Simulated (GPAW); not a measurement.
**How VN2 absorbs and reflects light**

Aim: the dielectric function of VN2, and the optical constants that follow from it.

Main program and level: GPAW 26.7.0; DFT, PBE, plane-wave PAW (GPAW data sets), scalar-relativistic, RPA, optical limit.

Report form: the programs' logs are mostly left out.

## Step 1: Set-up

The structure is tetragonal, space group I4/mcm (No. 140). Conventional cell: a = 4.301 Å, b = 4.301 Å, c = 4.983 Å, α = 90.00°, β = 90.00°, γ = 90.00°. Nearest to V lie 8 N at 2.13 Å. Nearest to N lie 1 N at 1.40 Å and 4 V at 2.13 Å. Farther neighbours and most contacts between anions are not listed.

## Step 2: Ground state

The self-consistent density comes first; it also tells whether there is a gap, which decides the occupations and the need for a Drude term.

This step: DFT, PBE, plane-wave PAW (GPAW data sets), scalar-relativistic, ground state (GPAW 26.7.0).

Contents of gs.py:

```python
from ase import Atoms
from ase.dft.bandgap import bandgap
from gpaw import GPAW, PW, FermiDirac

atoms = Atoms(['V', 'V', 'N', 'N', 'N', 'N'],
              cell=[[-2.15075000, 2.15075000, 2.49135000],
                    [2.15075000, -2.15075000, 2.49135000],
                    [2.15075000, 2.15075000, -2.49135000]],
              scaled_positions=[[0.75000000, 0.75000000, 0.00000000],
                                [0.25000000, 0.25000000, 0.00000000],
                                [0.38490000, 0.11510000, 0.50000000],
                                [0.88490000, 0.38490000, 0.26980000],
                                [0.61510000, 0.88490000, 0.50000000],
                                [0.11510000, 0.61510000, 0.73020000]],
              pbc=[True, True, True])
atoms.set_initial_magnetic_moments([2.0, 2.0, 0.0, 0.0, 0.0, 0.0])
atoms.calc = GPAW(mode=PW(400), xc='PBE', kpts={'size': (7, 7, 7), 'gamma': True},
                  occupations=FermiDirac(0.05), maxiter=150, txt='gs.txt')
print('energy (eV)', atoms.get_potential_energy())
print('Fermi level (eV)', atoms.calc.get_fermi_level())
print('valence electrons', atoms.calc.get_number_of_electrons())
print('gap (eV)', bandgap(atoms.calc, output=None)[0])
print('direct gap (eV)', bandgap(atoms.calc, direct=True, output=None)[0])
print('moments', atoms.get_magnetic_moments().round(3).tolist())
atoms.calc.write('gs.gpw')
```

Command:

```
$ OMP_NUM_THREADS=1 python gs.py
```

It took 2.5 min on 1 thread of Arm Neoverse N1, shared host; peak memory 0.21 GiB.

Numbers from this step:

* energy: -45.06 eV
* Fermi energy: 12.71 eV
* electrons: 46

There are states at the Fermi level within the smearing, so the occupations stay smeared and the carriers get a Drude term.

## Step 3: Bands for the response

The response needs many more empty bands than the density does.

This step: DFT, PBE, plane-wave PAW (GPAW data sets), scalar-relativistic, bands at fixed density (GPAW 26.7.0).

Contents of nscf.py:

```python
from ase.dft.bandgap import bandgap
from gpaw import GPAW, FermiDirac

calc = GPAW('gs.gpw').fixed_density(kpts={'size': (10, 10, 10), 'gamma': True}, nbands=57, convergence={'bands': 51},
                                    occupations=FermiDirac(0.05), txt='nscf.txt')
print('gap (eV)', bandgap(calc, output=None)[0])
print('direct gap (eV)', bandgap(calc, direct=True, output=None)[0])
calc.write('full.gpw', mode='all')
```

Command:

```
$ OMP_NUM_THREADS=1 python nscf.py
```

Elapsed: 8.3 min, on 1 thread; peak memory 0.44 GiB.

## Step 4: Dielectric function, RPA

Local fields let the induced charge screen the field inside the cell, which as a rule lowers ε, most along directions where the density is uneven.

This step: DFT, PBE, plane-wave PAW (GPAW data sets), scalar-relativistic, RPA, optical limit (GPAW 26.7.0).

Contents of df.py:

```python
from gpaw.response.df import DielectricFunction

df = DielectricFunction('full.gpw', frequencies={'type': 'nonlinear', 'domega0': 0.03, 'omega2': 8},
                        ecut=50,
                        eta=0.2,
                        nbands=51,
                        rate=0.03,
                        txt='df.txt')
for direction in ['x', 'z']:
    df.get_dielectric_function(xc='RPA', direction=direction, filename=f'df_{direction}.csv')
```

Command:

```
$ OMP_NUM_THREADS=1 python df.py
```

Wall time 2 min (1 thread); peak memory 0.3 GiB.

Some rows of df_x.csv (energy; Re and Im without local fields; Re and Im with them):

```text
0.000000, 5378.193777, 0.000000, 5377.864908, 0.000000
0.555532, 5.266468, 9.790015, 4.969344, 9.702359
1.143969, 12.416472, 9.853247, 12.189016, 9.614907
1.768324, 13.823528, 7.913298, 13.594552, 7.740152
2.431988, 15.035010, 12.681201, 14.825921, 12.225246
3.138794, 10.974430, 16.367426, 11.156210, 15.741380
3.893091, 3.694955, 16.326258, 4.311179, 15.988981
4.699832, 0.063169, 11.951655, 0.655677, 12.364697
5.564682, 0.293861, 10.012676, 0.586855, 10.491476
6.494155, -2.305586, 8.174464, -2.493866, 8.784816
7.495775, -1.487661, 5.254160, -1.753660, 5.476847
8.578281, -1.432497, 3.818929, -1.883422, 4.128045
9.751884, -0.818668, 2.381773, -1.278516, 2.478073
11.028587, 0.647098, 1.632790, 0.040985, 1.666159
12.422601, 2.860049, 3.499209, 1.758786, 2.603554
13.950874, -0.489518, 3.229023, -0.242096, 2.867086
15.633783, -0.332545, 1.979211, -0.306088, 1.794825
17.496047, -0.605361, 1.838073, 0.158877, 1.525026
19.567954, 0.311822, 1.369869, 0.415052, 1.345395
```

Sum at mesh points, not converged in k. The Im ε by photon energy; read off at these points:

| photon energy (eV) | E ∥ x | E ∥ z |
| --- | --- | --- |
| 1.0 | 10.2 | 22.8 |
| 2.0 | 8.36 | 10.4 |
| 3.0 | 15.1 | 12.6 |
| 3.5 | 17.2 | 13.8 |
| 4.0 | 15.8 | 11.9 |
| 5.0 | 10.6 | 8.52 |
| 6.0 | 10.6 | 8.74 |
| 7.0 | 6.33 | 5.23 |
| 8.0 | 4.96 | 2.65 |
| 9.0 | 3.33 | 1.86 |
| 10.0 | 2.20 | 1.70 |
| 11.0 | 1.67 | 1.29 |
| 12.0 | 1.71 | 1.85 |
| 13.0 | 3.66 | 1.23 |
| 14.0 | 2.83 | 2.47 |
| 15.0 | 2.20 | 3.78 |
| 16.0 | 1.72 | 2.50 |
| 17.0 | 1.68 | 1.69 |
| 18.0 | 1.59 | 1.31 |
| 19.0 | 1.39 | 1.47 |

Values under 1 per cm are given as 1; sum at mesh points, not converged in k. Absorption coefficient against photon energy:

```
photon energy (eV)  E ∥ x (1/cm)  E ∥ z (1/cm)
             0.492         1.1e5         4.1e5
             1.010         1.4e5         4.1e5
             1.486         1.7e5         4.1e5
             1.985         2.1e5         4.0e5
             2.508         3.9e5         5.3e5
             3.018         5.9e5         6.2e5
             3.510         8.4e5         8.6e5
             3.980         1.0e6         9.8e5
             4.516         1.1e6         9.3e5
             4.981         1.1e6         1.0e6
             5.515         1.2e6         1.2e6
             6.021         1.5e6         1.4e6
             6.494         1.6e6         1.5e6
             6.985         1.6e6         1.6e6
             7.496         1.5e6         1.5e6
             8.026         1.6e6         1.4e6
             8.516         1.5e6         1.2e6
             9.023         1.5e6         1.1e6
             9.483         1.5e6         1.0e6
            10.026         1.3e6         9.4e5
            10.519         1.2e6         9.7e5
            11.029         1.0e6         7.7e5
            11.479         8.6e5         6.5e5
            12.023         8.0e5         9.0e5
            12.504         1.1e6         8.1e5
            13.000         1.6e6         6.4e5
            13.512         1.8e6         6.2e5
            14.040         1.8e6         1.0e6
            14.493         1.8e6         1.7e6
            14.960         1.7e6         2.1e6
            15.536         1.7e6         2.1e6
            16.031         1.5e6         2.0e6
            16.541         1.5e6         1.9e6
            16.959         1.6e6         1.7e6
            17.496         1.5e6         1.6e6
            18.049         1.5e6         1.4e6
            18.504         1.6e6         1.4e6
            18.969         1.5e6         1.4e6
            19.447         1.4e6         1.5e6
```

The Im ε, E ∥ x has structure finer than the step of the table below, so its rows give means over 1 eV, whole bins alone (the curve runs from 0.305 to 19.9 eV). Peaks (eV: height): without local fields 3.5: 17.7, 12.9: 5.06; with local fields 3.5: 17.2, 13.0: 3.66.

Sum at mesh points, not converged in k. Im ε, E ∥ x against photon energy; means over each step:

| photon energy (eV) | without local fields | with local fields |
| --- | --- | --- |
| 1 | 9.67 | 9.50 |
| 2 | 9.52 | 9.26 |
| 3 | 15.6 | 15.0 |
| 4 | 15.6 | 15.4 |
| 5 | 10.8 | 11.2 |
| 6 | 9.49 | 10.1 |
| 7 | 6.22 | 6.61 |
| 8 | 4.63 | 4.93 |
| 9 | 3.24 | 3.43 |
| 10 | 2.15 | 2.23 |
| 11 | 1.65 | 1.65 |
| 12 | 2.27 | 1.90 |
| 13 | 4.57 | 3.41 |
| 14 | 3.31 | 2.90 |
| 15 | 2.50 | 2.25 |
| 16 | 2.10 | 1.75 |
| 17 | 2.24 | 1.67 |
| 18 | 1.47 | 1.58 |
| 19 | 1.32 | 1.43 |

Sum at mesh points, not converged in k. The reflectivity at normal incidence by photon energy; read off at these points:

```csv
photon energy (eV),E ∥ x (%),E ∥ z (%)
1.0,38.7,63.8
2.0,38.7,38.1
3.0,43.9,40.6
4.0,46.6,44.9
5.0,42.2,38.0
6.0,45.7,45.0
6.7,47.8,50.1
7.0,46.8,50.5
7.3,42.8,51.4
8.0,42.9,47.6
9.0,40.7,30.0
10.0,35.4,19.4
11.0,18.4,11.9
12.0,9.10,10.7
13.0,22.2,5.68
14.0,25.4,13.4
14.7,26.0,26.0
15.0,23.3,26.3
15.5,25.4,27.5
16.0,20.0,26.4
17.0,19.3,23.4
18.0,15.3,14.5
19.0,14.9,11.7
```

The loss function −Im 1/ε at q → 0 has structure finer than the step of the table below, so its rows give means over 0.5 eV, whole bins alone (the curve runs from 0.305 to 19.9 eV). Peaks (eV: height): E ∥ x 11.25: 0.618, 19.33: 0.716; E ∥ z 10.88: 0.724, 12.50: 0.551, 17.94: 0.756.

Sum at mesh points, not converged in k. Loss function −Im 1/ε at q → 0 against energy loss; means over each step:

```csv
energy loss (eV),E ∥ x,E ∥ z
1.0,0.0398,0.0390
1.5,0.0359,0.0720
2.0,0.0291,0.0823
2.5,0.0337,0.0695
3.0,0.0404,0.0676
3.5,0.0486,0.0719
4.0,0.0613,0.0858
4.5,0.0760,0.114
5.0,0.0921,0.116
5.5,0.0945,0.109
6.0,0.0950,0.111
6.5,0.107,0.117
7.0,0.133,0.133
7.5,0.163,0.172
8.0,0.171,0.228
8.5,0.198,0.338
9.0,0.233,0.461
9.5,0.283,0.528
10.0,0.369,0.582
10.5,0.512,0.610
11.0,0.602,0.704
11.5,0.562,0.520
12.0,0.376,0.419
12.5,0.263,0.513
13.0,0.263,0.361
13.5,0.299,0.217
14.0,0.347,0.177
14.5,0.386,0.189
15.0,0.444,0.260
15.5,0.496,0.318
16.0,0.579,0.388
16.5,0.569,0.456
17.0,0.595,0.572
17.5,0.645,0.668
18.0,0.618,0.731
18.5,0.619,0.681
19.0,0.697,0.621
19.5,0.687,0.586
```

At chosen wavelengths:

| wavelength (nm) | n x | k x | R (%) x | 1/α x | n z | k z | R (%) z | 1/α z |
| --- | --- | --- | --- | --- | --- | --- | --- | --- |
| 1550 | 3.73 | 1.320 | 38.1 | 93 nm | 2.64 | 4.593 | 69.3 | 27 nm |
| 633 | 3.98 | 1.025 | 38.4 | 49 nm | 2.62 | 2.024 | 39.1 | 25 nm |
| 450 | 4.06 | 1.710 | 43.1 | 21 nm | 2.94 | 1.966 | 39.3 | 18 nm |
| 365 | 3.76 | 2.253 | 45.8 | 13 nm | 2.95 | 2.345 | 44.1 | 12 nm |
| 308 | 3.10 | 2.535 | 46.6 | 9.7 nm | 2.43 | 2.432 | 45.0 | 10 nm |
| 248 | 2.35 | 2.245 | 42.2 | 8.8 nm | 2.14 | 1.988 | 38.0 | 9.9 nm |
| 193 | 1.87 | 2.404 | 46.6 | 6.4 nm | 1.67 | 2.305 | 46.3 | 6.7 nm |

A polished face would reflect 40 % of daylight and look grey (CIE x = 0.306, y = 0.325 under D65).

## Step 5: What came out

In words: At this level (PBE, RPA) VN2 is a metal. The mesh is too coarse to trust the carriers' weight, the reflectivity or the colour to better than tens of per cent. A polished face would reflect 40 % of daylight and look grey (CIE x = 0.306, y = 0.325 under D65). The carriers' damping of 0.03 eV is typed, not computed; it shapes the response at the lowest energies. The magnetic state comes from one start and need not be the lowest. In this version of GPAW the matrix elements of the optical limit are incomplete, which can lower ε − 1 by up to a tenth where first-row anions or d states rule, and shift it by more in d metals. GPAW's carrier term has the form −ωp²/(ω + i·rate)², which damps like twice the rate and fails at low energy, so the curves leave the lowest energies out. The sum runs over mesh points 0.21 Å⁻¹ apart with no interpolation, so peaks are partly noise of the mesh, and the Drude plasma energy, a sum over the Fermi surface, isn't converged.

[Machine, clock and banner lines and Python warnings are left out of the logs.]

[Logs are printed without paths, hosts, clocks, repeated set-up lines and the standing remarks that a program may print on its own settings, such as how far it seeks lower states.]

[Hosts, paths, dates, database ids (printed as entryN), source tags and the programs' standing remarks are cut or masked in the printed files.]
